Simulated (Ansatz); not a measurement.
# Phonons of TiAl (P-6m2) against volume

Does TiAl (P-6m2) expand much on heating, by its phonons?

Main program and level: Ansatz 0.2.0; DFT PBEsol, scalar-relativistic, plane waves, PAW.

**1. The starting structure**

Symmetry: P-6m2, No. 187, hexagonal system. Conventional cell: a = 2.846 Å, b = 2.846 Å, c = 4.621 Å, α = 90.00°, β = 90.00°, γ = 120.00°. Nearest to Ti lie 6 Al at 2.84 Å and 6 Ti at 2.85 Å. Nearest to Al lie 6 Ti at 2.84 Å and 6 Al at 2.85 Å. Farther neighbours, and contacts between anions beyond the nearest, are not listed.

**2. Phonons on a q mesh**

Stability and thermal properties need the whole zone. Linear response on a 6×6×4 q mesh gives force constants as far as a supercell of that size would.

input.yaml reads:

```yaml
crystal:
  lattice:
    - [2.846335142, 0.0, 0.0]
    - [-1.423167571, 2.4649985407, 0.0]
    - [0.0, 0.0, 4.6209397166]
  atoms:
    - { symbol: Ti, position: [0.0, 0.0, 0.0] }
    - { symbol: Al, position: [0.3333333333, 0.6666666667, 0.5] }
kpoints:
  mp_grid: { grid: [18, 18, 8] }
hamiltonian:
  xc: pbesol
scf:
  occupations: { method: methfessel_paxton, width: 0.15 }
output:
  eigenvalues: true
phonons:
  method: dfpt
  qmesh: [6, 6, 4]
  temperatures: { t_max: 1000, t_step: 50 }
  qpath:
    path:
      - [[0.0, 0.0, 0.0], [0.5, 0.0, 0.0], [0.33333333, 0.33333333, 0.0], [0.0, 0.0, 0.0], [0.0, 0.0, 0.5], [0.5, 0.0, 0.5], [0.33333333, 0.33333333, 0.5], [0.0, 0.0, 0.5]]
      - [[0.5, 0.0, 0.5], [0.5, 0.0, 0.0]]
      - [[0.33333333, 0.33333333, 0.5], [0.33333333, 0.33333333, 0.0]]
    npoints: 10
```

Started as:

```sh
> ansatz run input.yaml --threads 4 --pin off --max-ram 7168MiB --backend cpu --events-out ev --progress --plain --runs-dir out
```

Output:

```text
Engine: ansatz 0.2.0, aarch64-unknown-linux-gnu
Pseudopotentials: kind: paw
Pseudopotential: Ti, paw, valence charge 12, recommended cutoff 420 eV (normal), Ti.paw.azcp
Pseudopotential: Al, paw, valence charge 3, recommended cutoff 420 eV (normal), Al.paw.azcp
Functional definition: PBEsol
  exchange = pbesol_x
  correlation = pbesol_c
Crystal: 2 atoms, lattice volume = 32.421 Å³
Basis set: ecut = 420 eV, 627 PW (Γ), exchange–correlation on 40×40×64 points (8 copies of the dense FFT grid, shifted against one another)
Bands: 12, of which v1, the nominal top of the filled ones, is band 8 counted from 1 (7 counted from 0)
Symmetry: 12 space group operations
k-points: 185 of 2592 (time reversal used)
Non-local potential: Ti, projectors of the file, l = 0: 3, l = 1: 2, l = 2: 3, l = 3: 1
Non-local potential: Al, projectors of the file, l = 0: 2, l = 1: 2, l = 2: 1
PAW form: soft (Blöchl's): semilocal exchange-correlation on the pseudo side does not see the compensation charge
PAW frozen core: Ti, regenerated for the run's functional, and the local potential with it (the file was generated under x = pbe(κ = 0.804, μ = 0.219515), c = pbe(β = 0.066725))
PAW frozen core: Al, regenerated for the run's functional, and the local potential with it (the file was generated under x = pbe(κ = 0.804, μ = 0.219515), c = pbe(β = 0.066725))
PAW one-centre angular grid: Ti, 590 points (default); XC on 64 Gauss nodes
PAW one-centre angular grid: Al, 110 points (default); XC on 64 Gauss nodes
Initial density: superposition of atomic densities (neutral atoms: chi_scale 0, normalization atom), corrected by the library's trained network
Initial wavefunctions: pseudopotential atomic-orbital guess
Functional: x = pbesol(κ = 0.804, μ = 0.123457), c = pbesol(β = 0.046)
SCF iter   1: F=—  HF=-2998.957321 eV  |F-HF|=—  |Δ(HF+E_count)|=         —  Δρ=9.39e-3  dr2=3.92e-2  ethr=1.77e-3  ⟨swp⟩=5.0  Hψ=11201  notcnv=0
preconditioner: auto → none  [metal: Δε(μ)=0.003 eV  Ē_g=5.261 eV  σ=0.150 eV  W_gap=0.01  n_scr=2 (ndim 8)  ℏωp=17.3 eV  f_vac=0.000  D(μ)=2.65/eV (n_scr^D=34)  sad-step TF]
SCF iter   2: F=—  HF=-2998.952439 eV  |F-HF|=—  |Δ(HF+E_count)|=   4.88e-3  S|Δr|=    0.00e0  Δρ=5.70e-3  dr2=1.78e-2  ethr=2.61e-4  ⟨swp⟩=1.0  Hψ=3700  notcnv=0
SCF iter   3: F=—  HF=-2998.949419 eV  |F-HF|=—  |Δ(HF+E_count)|=   3.02e-3  S|Δr|=    0.00e0  Δρ=1.08e-3  dr2=8.01e-4  ethr=1.19e-4  ⟨swp⟩=1.9  Hψ=2475  notcnv=0
SCF iter   4: F=—  HF=-2998.949207 eV  |F-HF|=—  |Δ(HF+E_count)|=   2.12e-4  S|Δr|=    0.00e0  Δρ=2.61e-4  dr2=1.02e-5  ethr=5.34e-6  ⟨swp⟩=2.2  Hψ=2976  notcnv=0
SCF iter   5: F=—  HF=-2998.949205 eV  |F-HF|=—  |Δ(HF+E_count)|=   2.09e-6  S|Δr|=    0.00e0  Δρ=3.30e-5  dr2=2.82e-7  ethr=6.80e-8  ⟨swp⟩=2.1  Hψ=3351  notcnv=0
SCF iter   6: F=—  HF=-2998.949204 eV  |F-HF|=—  |Δ(HF+E_count)|=   1.18e-6  S|Δr|=    0.00e0  Δρ=4.41e-6  dr2=5.16e-9  ethr=1.88e-9  ⟨swp⟩=2.1  Hψ=2709  notcnv=0
SCF iter   7: F=—  HF=-2998.949204 eV  |F-HF|=—  |Δ(HF+E_count)|=  2.15e-10  S|Δr|=    0.00e0  Δρ=3.09e-7  dr2=3.04e-11  ethr=3.44e-11  ⟨swp⟩=2.3  Hψ=2894  notcnv=0
SCF iter   8: F=-2998.949204 eV  HF=-2998.949204 eV  |F-HF|=0.00e0  |Δ(HF+E_count)|=  2.27e-12  S|Δr|=    0.00e0  Δρ=4.61e-8  dr2=3.16e-13  ethr=1.00e-12  ⟨swp⟩=5.3  Hψ=7856  notcnv=0
SCF 1 converged in 8 iterations: F = -2998.949204 eV  dr2 = 3.16e-13
  greatest PAW one-centre occupation: 0.999 electrons in one spin orbital (limit 2), on the Ti atom at site 0 (counted from 0), in its partial waves of l = 0
phonons: the bands overlap, so this run is a metal and interpolates without the dipole-dipole term. If the crystal is really an insulator or semiconductor, its LO-TO splitting is missing
NSCF: frozen V_eff on 185 k-points
NSCF: frozen V_eff on 455 k-points
DFPT response loops at q = (0, 0, 0) (fractional): preconditioner auto → Kerker (q_TF=auto, 2.399 Å⁻¹) (partly filled bands, converged f_vac=0.000); β = 1.00, the filter's whole step (`scf.mixing.beta` (0.50) is not read by the response loops under this deck's `scf.mixing.preconditioner`; to damp them name `kerker` or `kerker_dos`, under which they read `scf.mixing.beta`, and type it under 1.00, their step now; both keys bind the ground state too); Broyden in place of MSR1
NSCF: frozen V_eff on 1456 k-points
DFPT response loops at q = (0, 0, 0.25) (fractional): mixed as the last ones told, above
NSCF: frozen V_eff on 910 k-points
DFPT response loops at q = (0, 0, -0.5) (fractional): mixed as the last ones told, above
NSCF: frozen V_eff on 1710 k-points
DFPT response loops at q = (0, 0.166667, 0) (fractional): mixed as the last ones told, above
NSCF: frozen V_eff on 2736 k-points
DFPT response loops at q = (0, 0.166667, 0.25) (fractional): mixed as the last ones told, above
NSCF: frozen V_eff on 1710 k-points
DFPT response loops at q = (0, 0.166667, -0.5) (fractional): mixed as the last ones told, above
NSCF: frozen V_eff on 1710 k-points
DFPT response loops at q = (0, 0.333333, 0) (fractional): mixed as the last ones told, above
NSCF: frozen V_eff on 2736 k-points
DFPT response loops at q = (0, 0.333333, 0.25) (fractional): mixed as the last ones told, above
NSCF: frozen V_eff on 1710 k-points
DFPT response loops at q = (0, 0.333333, -0.5) (fractional): mixed as the last ones told, above
NSCF: frozen V_eff on 910 k-points
DFPT response loops at q = (0, -0.5, 0) (fractional): mixed as the last ones told, above
NSCF: frozen V_eff on 1456 k-points
DFPT response loops at q = (0, -0.5, 0.25) (fractional): mixed as the last ones told, above
NSCF: frozen V_eff on 910 k-points
DFPT response loops at q = (0, -0.5, -0.5) (fractional): mixed as the last ones told, above
NSCF: frozen V_eff on 3240 k-points
DFPT response loops at q = (0.166667, 0.166667, 0) (fractional): mixed as the last ones told, above
NSCF: frozen V_eff on 5184 k-points
DFPT response loops at q = (0.166667, 0.166667, 0.25) (fractional): mixed as the last ones told, above
NSCF: frozen V_eff on 3240 k-points
DFPT response loops at q = (0.166667, 0.166667, -0.5) (fractional): mixed as the last ones told, above
NSCF: frozen V_eff on 3240 k-points
DFPT response loops at q = (0.166667, 0.333333, 0) (fractional): mixed as the last ones told, above
NSCF: frozen V_eff on 5184 k-points
DFPT response loops at q = (0.166667, 0.333333, 0.25) (fractional): mixed as the last ones told, above
NSCF: frozen V_eff on 3240 k-points
DFPT response loops at q = (0.166667, 0.333333, -0.5) (fractional): mixed as the last ones told, above
NSCF: frozen V_eff on 1710 k-points
DFPT response loops at q = (0.333333, 0.333333, 0) (fractional): mixed as the last ones told, above
NSCF: frozen V_eff on 2736 k-points
DFPT response loops at q = (0.333333, 0.333333, 0.25) (fractional): mixed as the last ones told, above
NSCF: frozen V_eff on 1710 k-points
DFPT response loops at q = (0.333333, 0.333333, -0.5) (fractional): mixed as the last ones told, above
SCF converged after 8 iterations
Stability not checked: this state was not tested for a lower state beside it, because cold or Methfessel-Paxton smearing, or corrected tetrahedra, fill the levels in a way that the test cannot read (fill_not_monotonic; see scf.lower_state_search)
Free energy (F): -2998.949204 eV
Harris-Foulkes:  -2998.949204 eV  (|F-HF|=0.00e0)
Internal energy: -2998.947511 eV  (E = F + TS)
E sigma→0 (E₀):  -2998.948781 eV
Entropy (-TS):   -0.001693 eV (-0.846 meV/atom)
Fermi energy:    10.703161 eV
--- Per-component energies (eV) ---
  E_band       = -164.446842
  E_kinetic    = 296.303705
  E_local      = -1142.353543  (includes V_loc(G=0)·N_el)
  E_nonlocal   = 20.031229
  E_hartree    = 493.646470
  E_xc         = -136.641108
  E_vxc        = -151.355353  (∫ρ·V_xc dr)
  E_paw        = -1477.473418  (= ΣΔE_a)
  E_vpaw       = -174.365944  (= ΣTr[D̂ρ^β])
  E_aug_tail   = 0.000112  (compensation charges beyond the density's cutoff)
  E_ewald      = -1052.619482
  E_core_change = 0.158523  (= ΣΔE_core)
  E_smearing   = -0.001693  (= −TS)
  E_closure    = 0.000000  (closes the sum)
  Σ components = -2998.949204   (vs F -2998.949204, Δ=0.00e0)
--- Band table (eV; the first three rows and the last of 185) ---
  k-point 0: bands = [... 4 lower, 1.6717, 8.3959, 8.9079, 12.0195, 12.0195, 13.5549, 13.5549, 14.8068]
  k-point 1: bands = [... 4 lower, 1.7727, 7.6182, 9.4740, 12.0215, 12.0215, 13.5427, 13.5427, 15.1373]
  k-point 2: bands = [... 4 lower, 2.0522, 6.6013, 9.9555, 12.0262, 12.0262, 13.5135, 13.5135, 16.0091]
  k-point 184: bands = [... 4 lower, 8.6391, 8.7327, 10.0236, 10.0806, 10.7110, 11.9878, 14.0986, 15.3758]
--- Phonons (Γ-DFPT): 4 representative perturbations + reference (Σ response iterations 12) ---
  ASR residual: 3.795e-5 → 0.000e0 eV/Å²; symmetrization residual: 5.800e-6 eV/Å²
  ASR residual per site (eV/Å²): 1.41e-5 3.80e-5
  Γ frequencies (cm⁻¹): 0.00 0.00 0.00 182.11 182.11 342.39
--- Phonons (arbitrary-q DFPT): 21 irreducible q on the 6×6×4 mesh ---
  q = [0.0000, 0.0000, 0.0000] (star 1, of the zone-centre solve; hermiticity 1.56e-6, symmetrization 7.96e-13): -0.00 -0.00 0.00 182.11 182.11 342.39
  q = [0.0000, 0.0000, 0.2500] (star 2, 4 solved perturbations in 2048 linear systems a pass and spin channel, the states on 728 of 2592 k-point pairs; hermiticity 9.48e-7, symmetrization 7.43e-13): 77.03 77.03 135.38 171.19 171.19 317.75
  q = [0.0000, 0.0000, -0.5000] (star 1, 4 solved perturbations in 1280 linear systems a pass and spin channel, the states on 455 of 2592 k-point pairs; hermiticity 2.02e-8, symmetrization 2.45e-8): 130.52 130.52 143.32 143.32 218.92 279.01
  q = [0.0000, 0.1667, 0.0000] (star 6, 6 solved perturbations on 855 of 2592 k-point pairs; hermiticity 1.23e-6, symmetrization 1.40e-14): 25.11 91.32 127.54 197.89 219.30 329.86
  q = [0.0000, 0.1667, 0.2500] (star 12, 6 solved perturbations on 1368 of 2592 k-point pairs; hermiticity 1.21e-6, symmetrization 7.60e-14): 94.57 109.77 182.47 187.24 208.65 314.90
  q = [0.0000, 0.1667, -0.5000] (star 6, 6 solved perturbations on 855 of 2592 k-point pairs; hermiticity 9.54e-7, symmetrization 3.84e-7): 147.80 155.57 160.09 182.93 232.26 290.71
  q = [0.0000, 0.3333, 0.0000] (star 6, 6 solved perturbations on 855 of 2592 k-point pairs; hermiticity 1.31e-6, symmetrization 1.14e-7): 90.87 166.34 198.04 223.79 268.35 316.04
  q = [0.0000, 0.3333, 0.2500] (star 12, 6 solved perturbations on 1368 of 2592 k-point pairs; hermiticity 1.35e-6, symmetrization 3.44e-7): 128.54 157.53 208.46 212.06 267.30 313.96
  q = [0.0000, 0.3333, -0.5000] (star 6, 6 solved perturbations on 855 of 2592 k-point pairs; hermiticity 1.23e-6, symmetrization 2.49e-7): 164.74 173.47 184.39 210.16 283.19 305.19
  q = [0.0000, -0.5000, 0.0000] (star 3, 6 solved perturbations on 455 of 2592 k-point pairs; hermiticity 6.21e-4, symmetrization 5.17e-6): 71.95 97.29 202.33 233.35 289.01 306.40
  q = [0.0000, -0.5000, 0.2500] (star 6, 6 solved perturbations on 728 of 2592 k-point pairs; hermiticity 2.76e-4, symmetrization 3.47e-6): 73.03 135.69 216.80 221.54 289.74 307.30
  q = [0.0000, -0.5000, -0.5000] (star 3, 6 solved perturbations on 455 of 2592 k-point pairs; hermiticity 1.41e-4, symmetrization 1.52e-6): 70.79 186.39 193.17 222.07 298.23 307.31
  q = [0.1667, 0.1667, 0.0000] (star 6, 4 solved perturbations in 4950 linear systems a pass and spin channel, the states on 1620 of 2592 k-point pairs; hermiticity 9.15e-7, symmetrization 1.54e-11): 120.66 152.48 173.28 228.51 255.35 320.62
  q = [0.1667, 0.1667, 0.2500] (star 12, 4 solved perturbations in 7920 linear systems a pass and spin channel, the states on 2592 of 2592 k-point pairs; hermiticity 9.51e-7, symmetrization 3.50e-11): 136.50 143.36 214.31 216.94 250.46 318.10
  q = [0.1667, 0.1667, -0.5000] (star 6, 4 solved perturbations in 4950 linear systems a pass and spin channel, the states on 1620 of 2592 k-point pairs; hermiticity 2.20e-6, symmetrization 2.24e-7): 151.43 172.25 188.80 220.19 272.27 305.96
  q = [0.1667, 0.3333, 0.0000] (star 12, 6 solved perturbations on 1620 of 2592 k-point pairs; hermiticity 1.01e-6, symmetrization 2.08e-14): 152.03 163.64 217.03 237.27 284.39 303.54
  q = [0.1667, 0.3333, 0.2500] (star 24, 6 solved perturbations on 2592 of 2592 k-point pairs: no pair is spared here; hermiticity 1.09e-6, symmetrization 0.00e0): 145.43 157.18 214.20 245.73 289.27 309.70
  q = [0.1667, 0.3333, -0.5000] (star 12, 6 solved perturbations on 1620 of 2592 k-point pairs; hermiticity 1.14e-6, symmetrization 5.71e-8): 140.57 178.94 186.27 254.47 306.54 307.86
  q = [0.3333, 0.3333, 0.0000] (star 2, 4 solved perturbations in 2350 linear systems a pass and spin channel, the states on 855 of 2592 k-point pairs; hermiticity 1.16e-4, symmetrization 1.08e-5): 98.99 156.01 254.80 261.92 279.05 282.13
  q = [0.3333, 0.3333, 0.2500] (star 4, 4 solved perturbations in 3760 linear systems a pass and spin channel, the states on 1368 of 2592 k-point pairs; hermiticity 8.42e-5, symmetrization 1.11e-5): 102.13 134.77 200.84 283.98 295.96 301.25
  q = [0.3333, 0.3333, -0.5000] (star 2, 4 solved perturbations in 2350 linear systems a pass and spin channel, the states on 855 of 2592 k-point pairs; hermiticity 4.65e-5, symmetrization 7.59e-6): 98.65 120.61 163.61 287.25 306.46 313.33
  sum rule: each row above includes the acoustic sum rule's correction from the zone centre's row sums; it moved no ω² by more than (0.62 cm⁻¹)²
  mesh force constants: q→R imaginary residual 8.37e-19; ASR residual 3.795e-5 → 0.000e0 eV/Å²; symmetrization residual 8.882e-15 eV/Å²
  interpolated dispersion: 93 rows × 6 modes
  density of states and harmonic sums: on the 30×30×16 q-mesh, interpolated from the force constants of a 6×6×4 supercell (no non-analytic term)
  largest difference from the sums on the solved wave vectors: F 3.00e-3 eV, S 4.77e-6 and C_V 1.78e-6 eV/K
  zero-point energy: 0.078607 eV/cell   skipped modes (ω ≤ 0): 3   left out of the sums: 3.47e-5 of the cell's modes: C_V's classical limit lies that fraction below 3 k_B per atom; for a crystal, a wire or a layer, F and S can be off by more, and a phonons.interpolated_qmesh denser along its periods is the remedy for the sampling
```

The job ended after 10 min (4 threads of Arm Neoverse V2, shared host; peak memory 2.5 GiB).

Reading the cycles: dr2 is the Hartree energy of the density residual (eV), the measure of convergence; HF is the Harris–Foulkes estimate of the energy, which meets the free energy F at convergence.

Read from the output:

* volume per atom: 16.21 Å³
* gap on the k-mesh: 0 eV
* sum-rule residual before enforcement: 3.80e-5 eV/Å²
* lowest frequency on the path: 0 cm⁻¹
* point group: -6m2
* highest frequency on path, mesh or solved points: 342.4 cm⁻¹
* mean frequency: 211.3 cm⁻¹
* Debye temperature (second moment): 414 K
* logarithmic mean frequency: 197.9 cm⁻¹
* highest optical mode at the zone centre (no LO-TO term): 342.4 cm⁻¹
* lowest optical zone-centre mode: 182.1 cm⁻¹
* lowest mode on the q mesh (acoustic modes at Γ apart): 25.11 cm⁻¹
* zero-point energy per atom: 39.3 meV
* heat capacity at 300 K: 22.74 J/(mol atoms K)
* vibrational entropy at 300 K: 27.39 J/(mol atoms K)

Frequencies (cm⁻¹) solved at each irreducible wavevector; negative means imaginary. Frequencies by wavevector, by row:

| q in reciprocal lattice units | star | mode 1 | mode 2 | mode 3 | mode 4 | mode 5 | mode 6 |
| --- | --- | --- | --- | --- | --- | --- | --- |
| 0 0 0 | 1 | 0 | 0 | 0 | 182.1 | 182.1 | 342.4 |
| 0 0 0.25 | 2 | 77 | 77 | 135.4 | 171.2 | 171.2 | 317.8 |
| 0 0 -0.5 | 1 | 130.5 | 130.5 | 143.3 | 143.3 | 218.9 | 279 |
| 0 0.1667 0 | 6 | 25.1 | 91.3 | 127.5 | 197.9 | 219.3 | 329.9 |
| 0 0.1667 0.25 | 12 | 94.6 | 109.8 | 182.5 | 187.2 | 208.7 | 314.9 |
| 0 0.1667 -0.5 | 6 | 147.8 | 155.6 | 160.1 | 182.9 | 232.3 | 290.7 |
| 0 0.3333 0 | 6 | 90.9 | 166.3 | 198 | 223.8 | 268.4 | 316 |
| 0 0.3333 0.25 | 12 | 128.5 | 157.5 | 208.5 | 212.1 | 267.3 | 314 |
| 0 0.3333 -0.5 | 6 | 164.7 | 173.5 | 184.4 | 210.2 | 283.2 | 305.2 |
| 0 -0.5 0 | 3 | 72 | 97.3 | 202.3 | 233.3 | 289 | 306.4 |
| 0 -0.5 0.25 | 6 | 73 | 135.7 | 216.8 | 221.5 | 289.7 | 307.3 |
| 0 -0.5 -0.5 | 3 | 70.8 | 186.4 | 193.2 | 222.1 | 298.2 | 307.3 |
| 0.1667 0.1667 0 | 6 | 120.7 | 152.5 | 173.3 | 228.5 | 255.3 | 320.6 |
| 0.1667 0.1667 0.25 | 12 | 136.5 | 143.4 | 214.3 | 216.9 | 250.5 | 318.1 |
| 0.1667 0.1667 -0.5 | 6 | 151.4 | 172.2 | 188.8 | 220.2 | 272.3 | 306 |
| 0.1667 0.3333 0 | 12 | 152 | 163.6 | 217 | 237.3 | 284.4 | 303.5 |
| 0.1667 0.3333 0.25 | 24 | 145.4 | 157.2 | 214.2 | 245.7 | 289.3 | 309.7 |
| 0.1667 0.3333 -0.5 | 12 | 140.6 | 178.9 | 186.3 | 254.5 | 306.5 | 307.9 |
| 0.3333 0.3333 0 | 2 | 99 | 156 | 254.8 | 261.9 | 279.1 | 282.1 |
| 0.3333 0.3333 0.25 | 4 | 102.1 | 134.8 | 200.8 | 284 | 296 | 301.2 |
| 0.3333 0.3333 -0.5 | 2 | 98.7 | 120.6 | 163.6 | 287.2 | 306.5 | 313.3 |

Symmetry leaves 21 wavevectors to solve. The lowest mode among them, the acoustic zeros apart, lies at q = (0, 0.167, 0) and is real, 25.1 cm⁻¹.

**3. Relaxing at another volume, volume ratio 0.97**

The volume is scaled by 0.97 and held, while shape and atoms relax as far as symmetry allows. The modes can then be followed against volume.

input.yaml, the sections that differ from step 2:

```yaml
crystal:
  lattice:
    - [2.8175823162, 0.0, 0.0]
    - [-1.4087911581, 2.4400978631, 0.0]
    - [0.0, 0.0, 4.5742603664]
  atoms:
    - { symbol: Ti, position: [0.0, 0.0, 0.0] }
    - { symbol: Al, position: [0.3333333333, 0.6666666667, 0.5] }
output:
  forces: true
  stress: true
  eigenvalues: true
relax:
  adjacent_minimum: "off"
  f_tol: 0.001
  max_steps: 60
  cell: { stress_tol: 0.01, fix: [volume] }
# kpoints, hamiltonian, scf: as in step 2
# phonons: removed
```

Output:

```text
[...]
Crystal: 2 atoms, lattice volume = 31.449 Å³
Basis set: ecut = 420 eV, 615 PW (Γ), exchange–correlation on 40×40×64 points (8 copies of the dense FFT grid, shifted against one another)
Bands: 12, of which v1, the nominal top of the filled ones, is band 8 counted from 1 (7 counted from 0)
Symmetry: 12 space group operations
[...]
k-points: 185 of 2592 (time reversal used)
[...]
--- Relaxed structure (2 steps of the walk, 2 accepted, 1 SCFs on fresh bases) ---
  F+E_penalty+E_count = -2998.93862213 eV   max|allowed force component| = 2.486e-17 eV/Å   (the final SCF, on the basis selected at the relaxed cell)
  cell:  # Å, volume = 31.4488 Å³
    - [2.813430, 0.0, 0.0]
    - [-1.406715, 2.436502, 0.0]
    - [0.0, 0.0, 4.587773]
  atoms:
    - { symbol: Ti, position: [0, -3.700743e-17, 0.0] }
    - { symbol: Al, position: [0.333333, 0.666667, 0.5] }
[key lines of the parts left out:]
SCF converged after 6 iterations
Free energy (F): -2998.938622 eV
Fermi energy:    11.114947 eV
P = ⅓ Tr σ = 3.5637 GPa (35.637 kbar)
```

Wall time 4.7 s (4 threads); peak memory 0.41 GiB.

Relaxation path:

| step | energy less that of the first step (eV) | largest force component (eV/Å) | pressure (GPa) | volume (Å³) |
| --- | --- | --- | --- | --- |
| 1 | 0.0000 | 0.0000 | 3.63 | 31.45 |
| 2 | -0.0002 | 0.0000 | 3.56 | 31.45 |
| 3* | -0.0002 | 0.0000 | 3.56 | 31.45 |

Relaxation steps marked * repeat the geometry before them on a plane-wave basis chosen anew for their cell, so energy and pressure can jump there.

Forces are held to the 12 operations that the program found; a distortion that breaks them can't arise in this run.

| conventional cell, symmetrised | before | after | change |
| --- | --- | --- | --- |
| a (Å) | 2.818 | 2.813 | -0.1 % |
| b (Å) | 2.818 | 2.813 | -0.1 % |
| c (Å) | 4.574 | 4.588 | +0.3 % |
| volume (Å³/atom) | 15.72 | 15.72 | +0.0 % |

Final coordinates:

```xyz
2
Lattice="2.8134 0.0000 0.0000 -1.4067 2.4365 0.0000 0.0000 0.0000 4.5878" Properties=species:S:1:pos:R:3 pbc="T T T"
Ti    0.0000    0.0000    0.0000
Al    0.0000    1.6243    2.2939
```

Numbers from this step:

- pressure: 3.564 GPa
- volume per atom: 15.72 Å³

(Part 1 of 2 ends here.)

[Long decimals in the printed logs are rounded to 6 places.]

[Logs are printed without paths, hosts, clocks, repeated set-up lines and the standing remarks that a program may print on its own settings, such as how far it seeks lower states.]

[Hosts, paths, dates, database ids (printed as entryN), source tags and the programs' standing remarks are cut or masked in the printed files.]

[Where the starting crystal was built by hand or by swapping elements, it need not be the compound's stable phase.]
